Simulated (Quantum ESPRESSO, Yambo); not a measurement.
# InF3 (R-3c): G0W0 on several meshes in Yambo, part 2 of 2

Wanted: mesh dependence and cost of G0W0 for InF3 (R-3c).

Quantum ESPRESSO 7.5 and Yambo 5.3.0; LDA and many-body steps on it, plane waves. Known limits of the many-body steps: not at the basis limit; no spin-orbit coupling; coarse k mesh.

So far. Step 4 (4×4×4): The gap on the mesh goes from 4.01 eV to 7.80 eV, a correction of +3.79 eV. Step 5 (Empty states on the mesh, 2×2×2 mesh, 133 bands): On this mesh the gap is 4.009 eV.

## (6) Conversion and set-up

This step: Yambo 5.3.0; conversion and set-up on LDA, plane waves, norm-conserving pseudopotentials.

Command:

```
> (cd o/x.save; p2y > p2y.log; mv SAVE ../..); yambo > setup.log
```

The program printed:

```text
 Yambo, version 5.3.0

 [02] CORE Variables Setup
 =========================

  [02.01] Unit cells
  ==================

  Cell kind             :  Unknown
  Atoms in the cell     :  In  F
  number of In atoms    :  2
  number of F  atoms    :   6

  List of atomic masses
  Mass of In    :  114.8200
  Mass of F     :  18.99800

  List of atomic coordinates    : [cc]
  In1       :   0.0000     -0.94486E-10   13.911      order 1
  In2       :  0.000000  0.000000  0.000000  order 2
  F1       :  -1.74217   2.66053  11.59230  order 3
[...]
[03] Transferred momenta grid and indexing
 ==========================================

 IBZ Q-points                                      :   4
 BZ  Q-points                                      :   8

 K/Q-points units:
 rlu = crystal or reduced units; cc = cartesian coordinates; iku = interal k-units

 Q [1]          [rlu]:  0.000000  0.000000  0.000000
 Q [2]          [rlu]:  0.49282E-16  0.49282E-16 -0.50000
 Q [3]          [rlu]: -0.36922E-16 -0.50000     -0.50000
 Q [4]          [rlu]: -0.500000 -0.500000 -0.500000

  [03.01] X indexes
  =================

   [03.01.01] Sigma indexes
   ========================

 [06] Game Over & Game summary
```

It took 2 s on 1 MPI rank of Arm Neoverse V2, shared host; peak memory 0.24 GiB.

## (7) 2×2×2

This step: G0W0 on LDA, plane waves, norm-conserving pseudopotentials.

File gw11.in:

```
HF_and_locXC
gw0
dyson
ppa
em1d
rim_cut
RandQpts= 1000000
RandGvec= 1 RL
EXXRLvcs= 80 Ry
VXCRLvcs= 320 Ry
Chimod= "HARTREE"
% BndsRnXp
 1 | 133 |
%
NGsBlkXp= 7 Ry
% LongDrXp
 1 | 1 | 1 |
%
% GbndRnge
 1 | 133 |
%
DysSolver= "n"
ExtendOut
PPAPntXp= 27.21138 eV
% QPkrange
 3 | 3 | 41 | 44 |
 1 | 1 | 41 | 44 |
%
```

Command:

```
> OMP_NUM_THREADS=2 mpirun -n 2 yambo -F gw11.in -J gw11 -C gw11 > gw11.log
```

The program printed:

```text
 Yambo, version 5.3.0

 [02] CORE Variables Setup
 =========================

  [... cell, symmetries and grids as in the set-up ...]

  [02.05] Energies & Occupations
  ==============================

  [X] === General ===
  [X] Electronic Temperature                        :  0.000000  0.000000 [eV K]
  [X] Bosonic    Temperature                        :  0.000000  0.000000 [eV K]
  [X] Finite Temperature mode                       : no
  [X] El. density                                   :  0.72974E+24 [cm-3]
  [X] Fermi Level                                   :  2.393526 [eV]

  [X] === Gaps and Widths ===
  [X] Conduction Band Min                           :  4.009338 [eV]
  [X] Valence Band Max                              :  0.000000 [eV]
  [X] Filled Bands                                  :   42
  [X] Empty Bands                                   :   43  133
  [X] Direct Gap                                    :  4.041771 [eV]
  [X] Direct Gap localized at k                     :  1
  [X] Indirect Gap                                  :  4.009338 [eV]
  [X] Indirect Gap between kpts                     :  3  1
  [X] Last valence band width                       :  0.127516 [eV]
  [X] 1st conduction band width                     :  2.605395 [eV]

 [03] Transferred momenta grid and indexing
 ==========================================

 IBZ Q-points                                      :   4
 BZ  Q-points                                      :   8

 K/Q-points units:
 rlu = crystal or reduced units; cc = cartesian coordinates; iku = interal k-units

 Q [1]          [rlu]:  0.000000  0.000000  0.000000
 Q [2]          [rlu]:  0.49282E-16  0.49282E-16 -0.50000
 Q [3]          [rlu]: -0.36922E-16 -0.50000     -0.50000
[...]
[xc] LIBXC used to calculate xc functional
  PP Number of Atomic Species                      :  2
  NLCC RL compoments                               :   74873
  PP Number of Atomic Species                      :  2
  NLCC RL compoments                               :   74873

 [xc] E_xc :  -59.69391 [Ha]
      E_xc :  -119.3878 [Ry]

  Local XC kind (lXC) : Slater exchange(X)+Perdew & Wang(C)
  Non-Local XC kind (nlXC) : Hartree-Fock

  Corrections @ K [1] :  [eV]
 <41|nlXC|41> = -30.39381 -0.64086E-17 <41|lXC|41> = -22.75134 -0.75527E-15
 <42|nlXC|42> = -30.39385  0.29467E-17 <42|lXC|42> = -22.75142  0.18882E-15
 <43|nlXC|43> = -10.15164 -0.12305E-17 <43|lXC|43> = -15.00200  0.56644E-15
[...]
Corrections @ K [3] :  [eV]
[...]
<43|nlXC|43> = -12.81784  0.10200E-17 <43|lXC|43> = -18.19528  0.59007E-16
 <44|nlXC|44> = -13.04646 -0.18696E-19 <44|lXC|44> = -19.12033  0.18877E-15

 [08] Dyson equation: Newton solver
 ==================================

  [08.01] G0W0 (W PPA)
  ====================

  [  GW  ] Bands range     :    1  133
  [GW/PPA] G damping       :  0.100000 [eV]

  QP @ state[ 1 ] K range:  1  1
  QP @ state[ 1 ] b range:   41   44
  QP @ state[ 2 ] K range:  3  3
  QP @ state[ 2 ] b range:   41   44

   Sc/G bands                                       :    1  133
   Sc/G damping                                     :  0.100000 ev
   Sc bands terminator                              : no
   Sx RL components                                 :   9339

   QP @ state[ 1 ] K range                          :  1  1
   QP @ state[ 1 ] b range                          :   41   44
   QP @ state[ 2 ] K range                          :  3  3
   QP @ state[ 2 ] b range                          :   41   44
   GF energies kind                                 : Slater exchange(X)+Perdew & Wang(C)
   GF WF`s kind                                     : Slater exchange(X)+Perdew & Wang(C)
   Xs energies kind                                 : Slater exchange(X)+Perdew & Wang(C)
   Xs WF`s kind                                     : Slater exchange(X)+Perdew & Wang(C)

 [11] Game Over & Game summary
```

Run time: 32 s. Hardware: 2 MPI ranks; peak memory 1.3 GiB.

Numbers from this step:

- G0W0 gap on the points computed: 7.757 eV
- starting gap on the mesh: 4.009 eV
- k of the valence top: 0, -0.5, -0.5
- k of the conduction bottom: 0, 0, 0
- least direct G0W0 gap on the computed points: 7.810 eV
- Z at the valence top: 0.8003
- Z at the conduction bottom: 0.8700

Against G0W0 in Yambo (4×4×4 mesh, 133 bands, screening to 95.2 eV, Godby-Needs plasmon pole), the gap moves by −0.041 eV.

## (8) The runs together

Times are wall times on 2 MPI ranks of Arm Neoverse V2, shared host, good to a factor of about two.

| run | mesh | bands | screening cutoff (eV) | DFT gap (eV) | gap on the mesh (eV) | direct (eV) | time |
| --- | --- | --- | --- | --- | --- | --- | --- |
| 4×4×4 | 4×4×4 | 133 | 95.2 | 4.009 | 7.798 | 7.847 | 11 min |
| 2×2×2 | 2×2×2 | 133 | 95.2 | 4.009 | 7.757 | 7.810 | 32 s |

## (9) Summary of results

```yaml
4x4x4: 7.798 eV
2x2x2: 7.757 eV
known_limits: not at the basis limit; no spin-orbit coupling; coarse k mesh
```

What this shows: 2×2×2: −0.041 eV against 4×4×4. Bands and cutoff are finite, so the gap is not at the basis limit. The miss can reach some tenths of an eV and take either sign; the mesh is an error of its own. In the G0W0 runs levels were corrected at 2 k points alone, so a gap called «on the mesh» is the least over those, and an edge elsewhere would be missed. The many-body steps are scalar-relativistic: spin-orbit coupling is not in them.

[Paths, hosts, dates, memory and timing lines, banners, echoed tables and standing remarks are left out of the program output.]

[Logs are printed without paths, hosts, clocks, repeated set-up lines and the standing remarks that a program may print on its own settings, such as how far it seeks lower states.]

[Runs of the session that timed out or met a known fault of the program may be left out.]

[Hosts, paths, dates, database ids (printed as entryN), source tags and the programs' standing remarks are cut or masked in the printed files.]
